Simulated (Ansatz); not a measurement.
# 1T-ZrS2 zigzag nanoribbon, bare edges, Se on S sites (64 atoms): support functions against a reference, part 2 of 2

Wanted: errors and times of a linear-scaling basis for 1T-ZrS2 zigzag nanoribbon, bare edges, Se on S sites (64 atoms). A setting counts as converged where the r.m.s. difference of forces stays under 1 % of the r.m.s. force.

Ansatz 0.2.0; Kohn-Sham DFT, PBE, PAW (set soft_2, large core), plane waves.

The cell: 24 Zr, 35 S and 5 Se. Beside vacuum, support functions can miss their usual error bounds without a warning. The main run has no spin polarisation. Only the Γ point is sampled, in a cell whose periodic width is 29 Å.

So far. Step 3 (Support functions low): Forces differ from the reference by 0.40 meV/Å r.m.s., 0.044 % of their size, well within a tolerance of 1 %; the energy by -0.32 meV/atom. It took roughly 3.3 times the reference's time (one timing each, with unlike analyses asked), in 26 cycles against 20. Step 4 (Support functions medium): Forces differ from the reference by 0.33 meV/Å r.m.s., 0.037 % of their size, well within a tolerance of 1 %; the energy by -0.32 meV/atom.

**5. Support functions medium, radius 3.81 Å**

Level of this step: Kohn-Sham DFT, PBE, PAW (set soft_2, large core), localised support functions (medium) (Ansatz).

The radius confines each support function; a larger one gives more freedom and more work per atom.

input.yaml reads:

```yaml
crystal:
  lattice:
    - [29.28, 0.0, 0.0]
    - [0.0, 17.39586, 0.0]
    - [0.0, 0.0, 12.92]
  atoms:
    [... the 64 atom lines of step 2 ...]
kpoints:
  mp_grid: { grid: [1, 1, 1] }
hamiltonian:
  xc: pbe
  pseudopotentials: { kind: paw, core: large }
scf:
  occupations: { method: fermi_dirac, width: 0.025 }
  eigensolver: { kind: { support_functions: { accuracy: medium, radius: 3.81 } } }
  mixing: { beta: 0.2 }
  max_iter: 150
output:
  forces: true
  eigenvalues: true
```

Run with:

```
ansatz run input.yaml --threads 8 --pin off --max-ram 15872MiB --backend cpu --events-out ev --progress --plain --runs-dir out
```

Standard output:

```text
Warning: scf.eigensolver.kind.support_functions: disabling space-group detection — the functions' gradient is summed over unrotated k-points, so no spatial operation reduces the k-mesh or symmetrises the density; time reversal is kept, so that k and −k are solved as one point where they differ and the mesh holds both, and exact exchange and, on two spinor components, a DFT+U term hold to it where the run has them: [...]
settings of this run that can trade accuracy for cost: scf.eigensolver.kind.support_functions [...]
Engine: ansatz 0.2.0, aarch64-unknown-linux-gnu
Pseudopotentials: kind: paw
Pseudopotential: Zr, paw, valence charge 12, recommended cutoff 420 eV (normal), Zr.paw.azcp
Pseudopotential: S, paw, valence charge 6, recommended cutoff 420 eV (normal), S.paw.azcp
Pseudopotential: Se, paw, valence charge 6, recommended cutoff 420 eV (normal), Se.paw.azcp#standard-large-core
[... 5 lines on functional and potentials left out ...]
Error: SCF: the radius of support functions is under 4.53 Å, the least for these sites at the functions' level (scf.eigensolver.kind.support_functions.accuracy). Use scf.eigensolver.kind: auto, or type scf.eigensolver.kind.support_functions.radius at least as long, [...]
```

Elapsed: 1.5 s, on 8 threads of Arm Neoverse V2, shared host; peak memory 0.84 GiB; 6.7 s of CPU time.

The program refuses radii under 4.53 Å for these atoms at this level.

**6. The ladder side by side**

Each row is set against the plane-wave reference (Kohn-Sham DFT, PBE, PAW (set soft_2, large core), plane waves; r.m.s. force component 0.891 eV/Å). Energies are set beside the reference only for runs with its functional, potentials and electron count. Times are for 8 threads of Arm Neoverse V2, shared host. The reference's time includes the DOS, ELF and grids, which some other runs skip.

| run | Δ force, r.m.s. (meV/Å) | share of r.m.s. force (%) | Δ energy (meV/atom) | cycles | time | host memory (GiB) |
| --- | --- | --- | --- | --- | --- | --- |
| reference | - | - | - | 20 | 70 s | 6.4 |
| support functions low | 0.395 | 0.0443 | -0.315 | 26 | 3.9 min | 6.9 |
| support functions medium | 0.334 | 0.0375 | -0.315 | 28 | 4.3 min | 7.1 |

**7. The reference in detail**

With the settings judged, the reference run is read for its physics.

Neighbours are counted within 3.02 Å (S-Zr), 3.02 Å (Zr-Se).

Length of the force by element and coordination:

| element | coordination | atoms | mean length of the force (eV/Å) | spread | least | most |
| --- | --- | --- | --- | --- | --- | --- |
| S | all | 35 | 0.921 | 0.497 | 0.217 | 1.78 |
| S | 2 | 7 | 1.59 | 0.139 | 1.44 | 1.78 |
| S | 3 | 28 | 0.754 | 0.405 | 0.217 | 1.43 |
| Se | all | 5 | 2.15 | 0.771 | 0.635 | 2.73 |
| Se | 2 | 1 | 0.635 | 0 | 0.635 | 0.635 |
| Se | 3 | 4 | 2.53 | 0.148 | 2.35 | 2.73 |
| Zr | all | 24 | 1.78 | 0.709 | 0.305 | 3.51 |
| Zr | 3 | 8 | 1.85 | 0.359 | 1.15 | 2.20 |
| Zr | 5 | 8 | 2.33 | 0.568 | 1.48 | 3.51 |
| Zr | 6 | 8 | 1.15 | 0.586 | 0.305 | 1.98 |

Löwdin charges by element and coordination (they lack the spilled electrons, 0.054 e an atom on average):

| element | coordination | atoms | mean charge (e) | spread | least | most |
| --- | --- | --- | --- | --- | --- | --- |
| S | all | 35 | -0.348 | 0.064 | -0.438 | -0.259 |
| S | 2 | 7 | -0.415 | 0.0168 | -0.438 | -0.385 |
| S | 3 | 28 | -0.331 | 0.0602 | -0.438 | -0.259 |
| Se | all | 5 | -0.257 | 0.068 | -0.344 | -0.153 |
| Se | 2 | 1 | -0.344 | 0 | -0.344 | -0.344 |
| Se | 3 | 4 | -0.235 | 0.0581 | -0.317 | -0.153 |
| Zr | all | 24 | 0.705 | 0.117 | 0.534 | 0.873 |
| Zr | 3 | 8 | 0.555 | 0.0106 | 0.534 | 0.567 |
| Zr | 5 | 8 | 0.838 | 0.0204 | 0.800 | 0.873 |
| Zr | 6 | 8 | 0.721 | 0.0215 | 0.688 | 0.757 |

States in the cell by windows of 0.5 eV, zero at the Fermi level; the larger projections on atomic orbitals stand beside the total:

| from (eV) | to (eV) | total | S p | Zr d | Se p |
| --- | --- | --- | --- | --- | --- |
| -10 | -5.5 | 0.0 | 0.0 | 0.0 | 0.0 |
| -5.5 | -5 | 8.1 | 4.0 | 1.8 | 1.2 |
| -5 | -4.5 | 24.3 | 13.1 | 5.3 | 3.1 |
| -4.5 | -4 | 36.2 | 22.5 | 8.1 | 3.3 |
| -4 | -3.5 | 34.9 | 21.2 | 8.6 | 2.9 |
| -3.5 | -3 | 49.8 | 32.1 | 11.6 | 3.7 |
| -3 | -2.5 | 29.6 | 20.0 | 6.0 | 2.3 |
| -2.5 | -2 | 18.6 | 14.6 | 1.8 | 1.6 |
| -2 | -1.5 | 23.0 | 16.8 | 3.4 | 2.0 |
| -1.5 | -1 | 14.4 | 10.8 | 1.4 | 1.7 |
| -1 | -0.5 | 1.1 | 0.8 | 0.1 | 0.2 |
| -0.5 | 0 | 15.9 | 1.6 | 11.1 | 0.2 |
| 0 | 0.5 | 29.0 | 3.0 | 20.6 | 0.5 |
| 0.5 | 1 | 27.6 | 3.1 | 21.3 | 0.5 |

Between -26 and -10 eV lie 80 more states.

The levels nearest the highest filled one (over half full), pooled over k-points and spins:

| level less the highest filled one (eV) | occupation |
| --- | --- |
| -0.162 | 2 |
| -0.0738 | 1.99 |
| -0.0444 | 1.95 |
| -0.0378 | 1.94 |
| -0.0174 | 1.87 |
| 0 | 1.75 |
| 0.0542 | 0.894 |
| 0.0673 | 0.647 |
| 0.0703 | 0.596 |
| 0.111 | 0.154 |
| 0.118 | 0.119 |
| 0.136 | 0.059 |

ELF in the ab plane at fractional z = 0.384, with atoms of S and Se within 0.2 Å of it. It is the smooth field of the valence electrons, not physical close to the nuclei.

Values, 13 rows by 16 columns, each cell a mean:
```
0.00 0.00 0.00 0.00 0.00 0.00 0.00 0.00 0.00 0.00 0.00 0.00 0.00 0.00 0.00 0.00
0.04 0.00 0.02 0.05 0.01 0.01 0.05 0.06 0.01 0.01 0.05 0.03 0.00 0.03 0.05 0.01
0.47 0.05 0.36 0.58 0.27 0.11 0.54 0.57 0.14 0.24 0.58 0.39 0.05 0.44 0.59 0.22
0.78 0.25 0.76 0.54 0.67 0.38 0.60 0.55 0.43 0.62 0.55 0.77 0.25 0.77 0.58 0.58
0.50 0.16 0.45 0.61 0.38 0.22 0.59 0.59 0.26 0.36 0.61 0.48 0.16 0.50 0.60 0.31
0.47 0.65 0.57 0.16 0.64 0.65 0.34 0.32 0.65 0.65 0.16 0.55 0.64 0.51 0.19 0.67
0.54 0.62 0.65 0.20 0.69 0.65 0.40 0.39 0.65 0.70 0.20 0.62 0.62 0.58 0.23 0.69
0.43 0.15 0.37 0.58 0.29 0.17 0.49 0.51 0.18 0.27 0.58 0.40 0.14 0.42 0.57 0.24
0.75 0.26 0.74 0.52 0.64 0.35 0.68 0.64 0.40 0.60 0.53 0.74 0.27 0.75 0.56 0.55
0.38 0.07 0.32 0.50 0.24 0.10 0.46 0.47 0.12 0.21 0.49 0.33 0.07 0.37 0.49 0.18
0.10 0.01 0.08 0.17 0.05 0.01 0.11 0.13 0.02 0.05 0.18 0.09 0.01 0.09 0.17 0.04
0.06 0.01 0.05 0.14 0.03 0.01 0.07 0.09 0.01 0.03 0.14 0.06 0.01 0.06 0.12 0.02
0.00 0.00 0.00 0.01 0.00 0.00 0.00 0.01 0.00 0.00 0.01 0.00 0.00 0.00 0.01 0.00
```
Columns run along a (16.0 Å, from fractional 0.45 to 1.00 of the cell), rows up along b (17.4 Å). Atoms in or near the plane, at fractional coordinates: S at (0.00, 0.53), S at (0.56, 0.35), S at (0.50, 0.53), S at (0.56, 0.71), S at (0.69, 0.35), S at (0.62, 0.53), Se at (0.69, 0.71), S at (0.81, 0.35), S at (0.75, 0.53), S at (0.81, 0.71), S at (0.94, 0.35), S at (0.87, 0.53), S at (0.94, 0.71).

Electrostatic potential energy in the ab plane at fractional z = 0.384, with atoms of S and Se within 0.2 Å of it. With pseudopotentials it is smooth inside the atoms' cores, unlike the true potential.

Ten even steps from '0' (-39 eV) to '9' (4 eV), each cell a mean:
```
99999999999999999999999999999999999999999999
99999999999999999999999999999999999999999999
99999999999999999999999999999999999999999999
99999999999999999999999999999999999999999999
99999999999999999999999999999999999999999999
68999998667899999865689999986679999998657999
05999983010489997200038999820105999982011599
37999985212689988410158999852137999985213789
99988999999998889988899989999999988899999998
99988899999988889999999888999999988899999988
98511268999841126999984112699998411269999841
98301058999830115899973011589998301158999730
88876788888887678888888767898889876788888887
89999999888999999988899999998889999999888999
47999986435799999743579999864347999986435899
04899972010489997201048999720104899971010589
57888886434788888633478888864357888886335788
99888899999988889999998888999999888899999988
99988999999998899999999888999999988999999998
99999999999999999999999999999999999999999999
99999999999999999999999999999999999999999999
99999999999999999999999999999999999999999999
99999999999999999999999999999999999999999999
99999999999999999999999999999999999999999999
```
Columns run along a (16.0 Å, from fractional 0.45 to 1.00 of the cell; values clipped at the 3rd and 97th percentile), rows up along b (17.4 Å). Atoms in or near the plane, at fractional coordinates: S at (0.00, 0.53), S at (0.56, 0.35), S at (0.50, 0.53), S at (0.56, 0.71), S at (0.69, 0.35), S at (0.62, 0.53), Se at (0.69, 0.71), S at (0.81, 0.35), S at (0.75, 0.53), S at (0.81, 0.71), S at (0.94, 0.35), S at (0.87, 0.53), S at (0.94, 0.71).

Forces differ by site in this geometry: S atoms with 2 neighbours bear 1.6 eV/Å on average, against 0.75 eV/Å for those with 3. Mean Löwdin charges: S -0.35, Se -0.26, Zr +0.70 e (they miss 0.65 % of the electrons, so they add up to more than the cell's charge). Within 0.4 eV of the Fermi level the largest share is Zr d (74 % of the projected weight).

**8. Structure statistics**

These statistics describe the geometry on which the runs were made.

Normalised to the volume that the atoms fill. g(r), total and by pair (bins of 0.2 Å):

| r (Å) | total | S-S | S-Zr | S-Se | Zr-Zr | Zr-Se | Se-Se |
| --- | --- | --- | --- | --- | --- | --- | --- |
| 2.40 | 0.04 | 0.00 | 0.11 | 0.00 | 0.00 | 0.00 | 0.00 |
| 2.60 | 4.52 | 0.00 | 9.63 | 0.00 | 0.00 | 9.82 | 0.00 |
| 2.80 | 0.00 | 0.00 | 0.00 | 0.00 | 0.00 | 0.00 | 0.00 |
| 3.00 | 0.00 | 0.00 | 0.00 | 0.00 | 0.00 | 0.00 | 0.00 |
| 3.20 | 0.00 | 0.00 | 0.00 | 0.00 | 0.00 | 0.00 | 0.00 |
| 3.40 | 0.00 | 0.00 | 0.00 | 0.00 | 0.00 | 0.00 | 0.00 |
| 3.60 | 3.69 | 6.64 | 0.00 | 6.94 | 7.75 | 0.00 | 3.35 |
| 3.80 | 0.19 | 0.45 | 0.00 | 0.23 | 0.28 | 0.00 | 0.00 |
| 4.00 | 0.00 | 0.00 | 0.00 | 0.00 | 0.00 | 0.00 | 0.00 |
| 4.20 | 0.00 | 0.00 | 0.00 | 0.00 | 0.00 | 0.00 | 0.00 |
| 4.40 | 1.07 | 0.00 | 2.27 | 0.00 | 0.00 | 2.31 | 0.00 |
| 4.60 | 0.12 | 0.00 | 0.26 | 0.00 | 0.00 | 0.22 | 0.00 |
| 4.80 | 0.00 | 0.00 | 0.00 | 0.00 | 0.00 | 0.00 | 0.00 |
| 5.00 | 0.03 | 0.07 | 0.00 | 0.12 | 0.00 | 0.00 | 0.00 |
| 5.20 | 0.37 | 0.95 | 0.00 | 1.07 | 0.00 | 0.00 | 0.00 |
| 5.40 | 0.00 | 0.00 | 0.00 | 0.00 | 0.00 | 0.00 | 0.00 |
| 5.60 | 0.01 | 0.00 | 0.02 | 0.00 | 0.00 | 0.00 | 0.00 |
| 5.80 | 1.28 | 0.00 | 2.73 | 0.00 | 0.00 | 2.76 | 0.00 |
| 6.00 | 0.00 | 0.00 | 0.00 | 0.00 | 0.00 | 0.00 | 0.00 |
| 6.20 | 0.25 | 0.46 | 0.00 | 0.72 | 0.29 | 0.00 | 2.23 |
| 6.40 | 0.82 | 1.61 | 0.00 | 1.33 | 1.61 | 0.00 | 0.00 |
| 6.60 | 0.00 | 0.00 | 0.00 | 0.00 | 0.00 | 0.00 | 0.00 |
| 6.80 | 0.00 | 0.00 | 0.00 | 0.00 | 0.00 | 0.00 | 0.00 |
| 7.00 | 0.00 | 0.00 | 0.00 | 0.00 | 0.00 | 0.00 | 0.00 |
| 7.20 | 0.14 | 0.17 | 0.00 | 0.30 | 0.43 | 0.00 | 0.00 |
| 7.40 | 0.34 | 0.54 | 0.00 | 0.53 | 0.99 | 0.00 | 0.00 |
| 7.60 | 0.00 | 0.00 | 0.01 | 0.00 | 0.00 | 0.00 | 0.00 |
| 7.80 | 0.50 | 0.00 | 1.06 | 0.00 | 0.00 | 1.07 | 0.00 |

Bonds by pair of elements; cutoffs follow the first minimum of g(r), held within bounds set by covalent radii, and pairs that aren't listed don't count as bonded:

| pair A-B | cutoff (Å) | bonds | mean length (Å) | spread (Å) | shortest (Å) | B about A | A about B |
| --- | --- | --- | --- | --- | --- | --- | --- |
| S-Zr | 3.02 | 98 | 2.57 | 0.026 | 2.47 | 2.8 | 4.08 |
| Zr-Se | 3.02 | 14 | 2.56 | 0.028 | 2.51 | 0.583 | 2.8 |

How many atoms have how many bonded neighbours:

| element | mean | 2 | 3 | 5 | 6 |
| --- | --- | --- | --- | --- | --- |
| S | 2.8 | 7 | 28 | 0 | 0 |
| Se | 2.8 | 1 | 4 | 0 | 0 |
| Zr | 4.67 | 0 | 8 | 8 | 8 |

Among the first-shell peaks of g(r) are those at about 3.65 Å (S-S), 2.57 Å (S-Zr), 3.63 Å (S-Se), 3.66 Å (Zr-Zr) and 2.56 Å (Zr-Se). With the cutoffs above, 80 % of S atoms have 3 and 80 % of Se atoms have 3 bonded neighbours.

Local excerpt of 10 atoms (numbers count through the whole input) about S24, which has 2 bonded neighbours where the commonest count for S is 3; x, y, z are measured from there.

| atom | x | y | z | distance (Å) | bonds | Löwdin charge (e) | Fx | Fy | Fz (eV/Å) |
| --- | --- | --- | --- | --- | --- | --- | --- | --- | --- |
| S24 | 0.00 | 0.00 | 0.00 | 0.00 | 2 | -0.39 | -0.47 | -0.20 | 1.35 |
| Zr31 | 1.75 | -1.01 | 1.43 | 2.47 | 5 | 0.80 | 1.02 | 0.19 | -2.57 |
| Zr23 | -1.85 | -1.03 | 1.51 | 2.60 | 5 | 0.83 | -1.28 | 0.25 | -3.26 |
| S32 | 3.57 | 0.08 | 0.00 | 3.58 | 2 | -0.43 | 0.26 | -0.58 | 1.66 |
| S30 | 1.77 | -3.11 | 0.00 | 3.58 | 3 | -0.27 | 0.09 | 0.16 | 0.12 |
| Se21 | -0.06 | -2.09 | 2.96 | 3.62 | 3 | -0.32 | 0.27 | 0.21 | 2.42 |
| S22 | -1.89 | -3.13 | 0.00 | 3.66 | 3 | -0.28 | 0.03 | 0.43 | 0.36 |
| S16 | -3.68 | 0.05 | 0.01 | 3.68 | 2 | -0.44 | -0.03 | -0.57 | 1.68 |
| Zr20 | -0.04 | -4.16 | 1.47 | 4.41 | 6 | 0.69 | -1.02 | -0.17 | -1.69 |
| S29 | 3.54 | -2.08 | 2.93 | 5.05 | 3 | -0.44 | 0.38 | 0.12 | 0.26 |

**9. Results**

| Quantity | Value |
| --- | --- |
| free energy per atom | -2264.6626 eV/atom |
| r.m.s. force component | 0.8913 eV/Å |
| wall time of the 3 DFT runs | 9.4 min |

What this shows: Against plane waves at 420 eV, the forces differ by 0.33 meV/Å (0.037 %) with support functions medium. At 64 atoms the fastest of the runs at a preset level, support functions low, takes roughly 3.3 times the time of plane waves (whose run also made extra analyses), in 26 SCF cycles against 20. Differences between support functions and plane waves include what basis error the plane-wave run still has.

10 levels are partly filled, by over 2 % (at Γ alone): at this level the cell shows no clear gap. Forces differ by site in this geometry: S atoms with 2 neighbours bear 1.6 eV/Å on average, against 0.75 eV/Å for those with 3. With the cutoffs above, 80 % of S atoms have 3 and 80 % of Se atoms have 3 bonded neighbours.

What to keep in mind: The geometry was built by rule, was displaced at random and isn't relaxed at this level: its force components are 0.89 eV/Å r.m.s.

[Long decimals in the printed logs are rounded to 6 places.]

[Logs are printed without paths, hosts, clocks, repeated set-up lines and the standing remarks that a program may print on its own settings, such as how far it seeks lower states.]

[Hosts, paths, dates, database ids (printed as entryN), source tags and the programs' standing remarks are cut or masked in the printed files.]
